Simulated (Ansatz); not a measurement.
# YP (model cell, started as zinc blende): the cell at rest

Task: relax YP (model cell, started as zinc blende) tightly.

Program: Ansatz 0.2.0. Level of theory: DFT PBEsol, scalar-relativistic, plane waves, norm-conserving pseudopotentials. Results are calculated unless marked as measured.

The structure was built from a prototype and need not be the compound's stable phase.

### Step 1. Starting point

The structure is cubic, space group F-43m (No. 216). The conventional cell has a = 6.187 Å, b = 6.187 Å, c = 6.187 Å, α = 90.00°, β = 90.00°, γ = 90.00°. Nearest to Y lie 4 P at 2.68 Å. Nearest to P lie 4 Y at 2.68 Å. Farther neighbours are not listed.

Structure file:

```cif
data_structure
_symmetry_space_group_name_H-M 'F-43m'
_symmetry_Int_Tables_number 216
_cell_length_a 6.1869
_cell_length_b 6.1869
_cell_length_c 6.1869
_cell_angle_alpha 90.000
_cell_angle_beta 90.000
_cell_angle_gamma 90.000
_cell_volume 236.82
loop_
_atom_site_label
_atom_site_type_symbol
_atom_site_symmetry_multiplicity
_atom_site_Wyckoff_symbol
_atom_site_fract_x
_atom_site_fract_y
_atom_site_fract_z
_atom_site_occupancy
Y1 Y 4 a 0.00000 0.00000 0.00000 1
P1 P 4 d 0.25000 0.25000 0.75000 1
```

### Step 2. A coarse first look

A quick single point on a coarse mesh tells whether the cell has a gap and how far it is from rest, which sets the k mesh and smearing that follow.

File input.yaml:

```yaml
crystal:
  lattice:
    - [0.0, 3.09344, 3.09344]
    - [3.09344, 0.0, 3.09344]
    - [3.09344, 3.09344, 0.0]
  atoms:
    - { symbol: "Y", position: [0.0, 0.0, 0.0] }
    - { symbol: P, position: [0.25, 0.25, 0.25] }
kpoints:
  mp_grid: { grid: [6, 6, 6] }
hamiltonian:
  xc: pbesol
  pseudopotentials: { kind: nc }
scf:
  occupations: { method: gaussian, width: 0.1 }
output:
  forces: true
  stress: true
  eigenvalues: true
```

On the command line:

```
$ ansatz run input.yaml --threads 4 --pin off --max-ram 7168MiB --backend cpu --events-out ev --progress --plain --runs-dir out
```

Numbers of over 12 decimals in the logs are rounded to 6 here.

Log:

```text
Engine: ansatz 0.2.0, aarch64-unknown-linux-gnu
Pseudopotentials: kind: nc
Pseudopotential: Y, nc, valence charge 11, recommended cutoff 979.609905 eV (normal), Y.nc.azcp (PseudoDojo's, or run here from an input of PseudoDojo's: the run reads no file of this project's for it)
[...]
P = ⅓ Tr σ = 1.0541 GPa (10.541 kbar)
--- Band table (eV; the first three rows and the last of 16) ---
  k-point 0: bands = [... 4 lower, -3.1295, 4.6397, 4.6397, 4.6397, 8.5304, 8.9531, 8.9531, 12.6392]
  k-point 1: bands = [... 4 lower, -2.9562, 4.2473, 4.7419, 4.7419, 8.8056, 8.8056, 9.3996, 12.0563]
  k-point 2: bands = [... 4 lower, -2.6028, 3.8323, 4.9104, 4.9104, 8.9283, 8.9283, 9.7895, 11.1746]
  k-point 15: bands = [... 4 lower, -2.1879, 3.7968, 4.8785, 5.5298, 7.0749, 8.8155, 9.9154, 10.4331]
[key lines of the parts left out:]
SCF converged after 8 iterations
Free energy (F): -1300.150163 eV
Fermi energy:    6.303698 eV
```

The job ended after 1.1 s (4 threads of Arm Neoverse V1, shared host; peak memory 0.35 GiB; 3.8 s of CPU time).

This step gave:

- pressure: 1.054 GPa
- gap on the k-mesh: 1.495 eV
- volume per atom: 29.60 Å³
- direct gap on mesh: 1.495 eV

The coarse mesh shows a gap of 1.49 eV and a pressure of 1.1 GPa.

### Step 3. Relaxation

Harmonic phonons are second derivatives at a point where the forces vanish, and they are wanted at zero stress, so atoms and cell are relaxed first.

input.yaml, the sections that differ from step 2:

```yaml
kpoints:
  mp_grid: { grid: [8, 8, 8] }
scf:
  occupations: { method: gaussian, width: 0.02 }
relax:
  adjacent_minimum: "off"
  f_tol: 0.005
  max_steps: 80
  cell: { stress_tol: 0.05 }
# crystal, hamiltonian, output: as in step 2
```

Log:

```text
[...]
Crystal: 2 atoms, lattice volume = 59.205 Å³
Basis set: ecut = 979.609905 eV, 4111 PW (Γ), exchange–correlation on 90×90×90 points (8 copies of the dense FFT grid, shifted against one another)
Bands: 12, of which v1, the nominal top of the filled ones, is band 8 counted from 1 (7 counted from 0)
Symmetry: 24 space group operations
[...]
k-points: 29 of 512 (time reversal used)
[...]
SCF iter   1: F=—  HF=-1300.531989 eV  |F-HF|=—  |Δ(HF+E_count)|=         —  Δρ=3.49e-2  dr2=1.41e0  ethr=3.10e-3  ⟨swp⟩=6.6  Hψ=2494  notcnv=0
[...]
SCF iter   8: F=-1300.150117 eV  HF=-1300.150117 eV  |F-HF|=1.02e-10  |Δ(HF+E_count)|=   1.90e-9  Δρ=1.05e-6  dr2=2.50e-10  ethr=1.26e-10  ⟨swp⟩=2.1  Hψ=1295  notcnv=0
SCF 1 converged in 8 iterations: F = -1300.150117 eV  dr2 = 2.50e-10
relax step   1: F+E_penalty+E_count = -1300.15011748 eV  Δ(F+E_penalty+E_count) = +0.000e0 eV  max|allowed force component| = 3.308e-16 eV/Å  Δτ_max = 0.0000 Å  P = +1.055 GPa  Ω = 59.205 Å³  (8 SCF iters, dr2 threshold 1.00e-7 eV, accepted)
Crystal: 2 atoms, lattice volume = 61.018 Å³
Basis set: ecut = 979.609905 eV, 4279 PW (Γ), exchange–correlation on 90×90×90 points (8 copies of the dense FFT grid, shifted against one another)
[...]
iter 1 solved again at ethr=9.49e-6 eV; its pass at ethr=3.10e-3 eV (dr2=1.52e-3 eV) is discarded
[...]
SCF iter   5: F=-1300.151501 eV  HF=-1300.151501 eV  |F-HF|=1.78e-8  |Δ(HF+E_count)|=   7.41e-7  Δρ=6.74e-6  dr2=1.89e-8  ethr=1.25e-9  ⟨swp⟩=7.8  Hψ=2080  notcnv=0
SCF 2 converged in 5 iterations: F = -1300.151501 eV  dr2 = 1.89e-8
relax step   2: F+E_penalty+E_count = -1300.15150099 eV  Δ(F+E_penalty+E_count) = -1.384e-3 eV  max|allowed force component| = 4.163e-17 eV/Å  Δτ_max = 0.0000 Å  P = -0.746 GPa  Ω = 61.018 Å³  energy of the carried Pulay correction = -1.332e-4 eV  (5 SCF iters, dr2 threshold 2.00e-7 eV, accepted)
Crystal: 2 atoms, lattice volume = 60.254 Å³
[...]
SCF iter   5: F=-1300.153392 eV  HF=-1300.153392 eV  |F-HF|=2.36e-9  |Δ(HF+E_count)|=   1.20e-7  Δρ=2.58e-6  dr2=2.72e-9  ethr=1.25e-9  ⟨swp⟩=6.1  Hψ=1750  notcnv=0
SCF 3 converged in 5 iterations: F = -1300.153392 eV  dr2 = 2.72e-9
relax step   3: F+E_penalty+E_count = -1300.15339216 eV  Δ(F+E_penalty+E_count) = -1.891e-3 eV  max|allowed force component| = 7.055e-17 eV/Å  Δτ_max = 0.0000 Å  P = -0.017 GPa  Ω = 60.254 Å³  energy of the carried Pulay correction = -7.757e-5 eV  (5 SCF iters, dr2 threshold 2.00e-7 eV, accepted)
[...]
SCF iter   1: F=—  HF=-1300.153528 eV  |F-HF|=—  |Δ(HF+E_count)|=         —  Δρ=1.61e-5  dr2=9.81e-9  ethr=4.29e-7  ⟨swp⟩=4.0  Hψ=3638  notcnv=0
eigensolver tolerance schedule: the retry pair's looser diagonalisation over-reported the residual by 7001.64 of it (diagonalisation noise at 32.16 of the residual, at the tolerance the schedule requests for it); recorded, not acted on — ethr = c·dr2/N_el stays at c = 1.0e-1
[...]
SCF iter   2: F=—  HF=-1300.153486 eV  |F-HF|=—  |Δ(HF+E_count)|=   4.20e-5  Δρ=8.01e-6  dr2=3.06e-9  ethr=6.13e-11  ⟨swp⟩=3.4  Hψ=809  notcnv=0
[...]
SCF iter   5: F=-1300.153486 eV  HF=-1300.153486 eV  |F-HF|=4.55e-13  |Δ(HF+E_count)|=  6.53e-11  Δρ=8.71e-8  dr2=2.60e-12  ethr=1.00e-12  ⟨swp⟩=5.5  Hψ=1895  notcnv=0
SCF 4 converged in 5 iterations: F = -1300.153486 eV  dr2 = 2.60e-12
relax step   4: F+E_penalty+E_count = -1300.15348641 eV  Δ(F+E_penalty+E_count) = -9.425e-5 eV  max|allowed force component| = 4.048e-17 eV/Å  Δτ_max = 0.0000 Å  P = -0.013 GPa  Ω = 60.254 Å³  stress off target by 1.26e-2 GPa  SCF on the basis re-selected at this cell (its energy is not comparable with the rows above)  (5 SCF iters)
basis re-selected at this cell: Δ(F+E_penalty+E_count) = -9.425e-5 eV, ΔP = +0.005 GPa vs the last step (what re-selecting the basis moved, of the pressure what is left beyond the Pulay correction that the steps carried, after the strain that the cell walked since its last selection, with what the two solves' SCF thresholds leave and, on support functions, any second-order correction that the steps lacked; it is no m [...]
SCF converged after 5 iterations
Free energy (F): -1300.153486 eV
[...]
Internal energy: -1300.153486 eV  (E = F + TS)
E sigma→0 (E₀):  -1300.153486 eV
Fermi energy:    6.141225 eV
[...]
--- Stress (GPa, compression-positive) ---
       -0.012613      -0.000000      -0.000000
       -0.000000      -0.012613       0.000000
       -0.000000       0.000000      -0.012613
  P = ⅓ Tr σ = -0.0126 GPa (-0.126 kbar)
--- Band table (eV; the first three rows and the last of 29) ---
  k-point 0: bands = [... 4 lower, -3.2501, 4.5043, 4.5043, 4.5043, 8.3108, 8.7680, 8.7680, 12.4038]
  k-point 1: bands = [... 4 lower, -3.1525, 4.2533, 4.5634, 4.5634, 8.6686, 8.6686, 8.8461, 12.0386]
  k-point 2: bands = [... 4 lower, -2.9134, 3.8578, 4.6922, 4.6922, 8.6093, 8.6093, 9.7023, 11.2981]
  k-point 28: bands = [... 4 lower, -2.3422, 4.0304, 4.2823, 5.3494, 6.9362, 8.5768, 9.6949, 10.3013]
--- Relaxed structure (3 steps of the walk, 3 accepted, 1 SCFs on fresh bases) ---
  F+E_penalty+E_count = -1300.15348641 eV   max|allowed force component| = 4.048e-17 eV/Å   (the final SCF, on the basis selected at the relaxed cell)
  cell:  # Å, volume = 60.2538 Å³
    - [0, 3.111608, 3.111608]
    - [3.111608, 0, 3.111608]
    - [3.111608, 3.111608, 0]
  atoms:
    - { symbol: Y, position: [0, 0, 0] }
    - { symbol: P, position: [0.25, 0.25, 0.25] }
```

The job ended after 7.4 s (4 threads; peak memory 0.43 GiB).

Relaxation path:

```
step  energy less that of the first step (eV)  largest force component (eV/Å)  pressure (GPa)  volume (Å³)
   1                                   0.0000                          0.0000            1.06        59.20
   2                                  -0.0014                          0.0000           -0.75        61.02
   3                                  -0.0033                          0.0000           -0.02        60.25
  4*                                  -0.0034                          0.0000           -0.01        60.25
```

Relaxation steps marked * repeat the geometry before them on a plane-wave basis chosen anew for their cell, so energy and pressure can jump there.

Forces are held to the 24 operations that the run works with; a distortion that breaks them can't arise in this run.

```
conventional cell, symmetrised  before  after  change
                         a (Å)   6.187  6.223  +0.6 %
                         b (Å)   6.187  6.223  +0.6 %
                         c (Å)   6.187  6.223  +0.6 %
              volume (Å³/atom)   29.60  30.13  +1.8 %
```

The relaxed structure:

```xyz
2
Lattice="0.0000 3.1116 3.1116 3.1116 0.0000 3.1116 3.1116 3.1116 0.0000" Properties=species:S:1:pos:R:3 pbc="T T T"
Y     0.0000    0.0000    0.0000
P     1.5558    1.5558    1.5558
```

This step gave:

| Item | Value |
| --- | --- |
| pressure | -0.01261 GPa |
| gap on the k-mesh | 1.516 eV |
| volume per atom | 30.13 Å³ |
| direct gap on mesh | 1.516 eV |

In this step the volume went from 29.60 to 30.13 Å³/atom.

### Step 4. Relaxing to small forces for the phonons

Phonons need a cell at rest on their own settings, so the relaxation is repeated with tight tolerances on forces and stress on the k mesh and occupations of the first response run.

input.yaml, the sections that differ from step 3:

```yaml
crystal:
  lattice:
    - [0.0, 3.1116077691, 3.1116077691]
    - [3.1116077691, 0.0, 3.1116077691]
    - [3.1116077691, 3.1116077691, 0.0]
  atoms:
    - { symbol: "Y", position: [0.0, 0.0, 0.0] }
    - { symbol: P, position: [0.25, 0.25, 0.25] }
scf:
  occupations: { method: fixed }
relax:
  adjacent_minimum: "off"
  f_tol: 0.001
  max_steps: 60
  cell: { stress_tol: 0.01 }
# kpoints, hamiltonian, output: as in step 3
```

Log:

```text
[...]
Crystal: 2 atoms, lattice volume = 60.254 Å³
Basis set: ecut = 979.609905 eV, 4279 PW (Γ), exchange–correlation on 90×90×90 points (8 copies of the dense FFT grid, shifted against one another)
Bands: 12, of which v1, the nominal top of the filled ones, is band 8 counted from 1 (7 counted from 0)
[... 1 set-up line as in the run before ...]
[...]
k-point 28: bands = [... 4 lower, -2.3404, 4.0320, 4.2842, 5.3515, 6.9380, 8.5791, 9.6975, 10.3039]
--- Relaxed structure (3 steps of the walk, 3 accepted, 1 SCFs on fresh bases) ---
[...]
cell:  # Å, volume = 60.2410 Å³
    - [0, 3.111387, 3.111387]
    - [3.111387, 0, 3.111387]
    - [3.111387, 3.111387, 0]
  atoms:
    - { symbol: Y, position: [0, 0, 0] }
    - { symbol: P, position: [0.25, 0.25, 0.25] }
[key lines of the parts left out:]
SCF converged after 5 iterations
Free energy (F): -1300.153488 eV
Fermi energy:    5.385268 eV
P = ⅓ Tr σ = -0.0000 GPa (-0.000 kbar)
```

Wall time 7.3 s (4 threads); peak memory 0.43 GiB.

Little changed from the start: no atom moved by 0.005 Å and no cell edge by 0.1 %.

Numbers from this step:

| Property | Result |
| --- | --- |
| pressure | -3.98e-5 GPa |
| volume per atom | 30.12 Å³ |

The forces vanish by symmetry and the pressure is 0.000 GPa, within the tolerances set. The cell now holds 30.12 Å³/atom.

### Step 5. Outcome

```
space group after relaxation (within 0.01 Å) : F-43m
lattice constant a                           : 6.223 Å
lattice constant b                           : 6.223 Å
lattice constant c                           : 6.223 Å
volume per atom                              : 30.1 Å³
gap on the k-mesh                            : 1.52 eV
```

The forces vanish by symmetry and the pressure is 0.000 GPa, within the tolerances set. The cell now holds 30.12 Å³/atom. The relaxation keeps the symmetry of its start, so it says nothing on stability against lower symmetry. The starting cell was built on a prototype and not taken from a measurement, so the phase need not exist.

[Logs are printed without paths, hosts, clocks, repeated set-up lines and the standing remarks that a program may print on its own settings, such as how far it seeks lower states.]

[Hosts, paths, dates, database ids (printed as entryN), source tags and the programs' standing remarks are cut or masked in the printed files.]
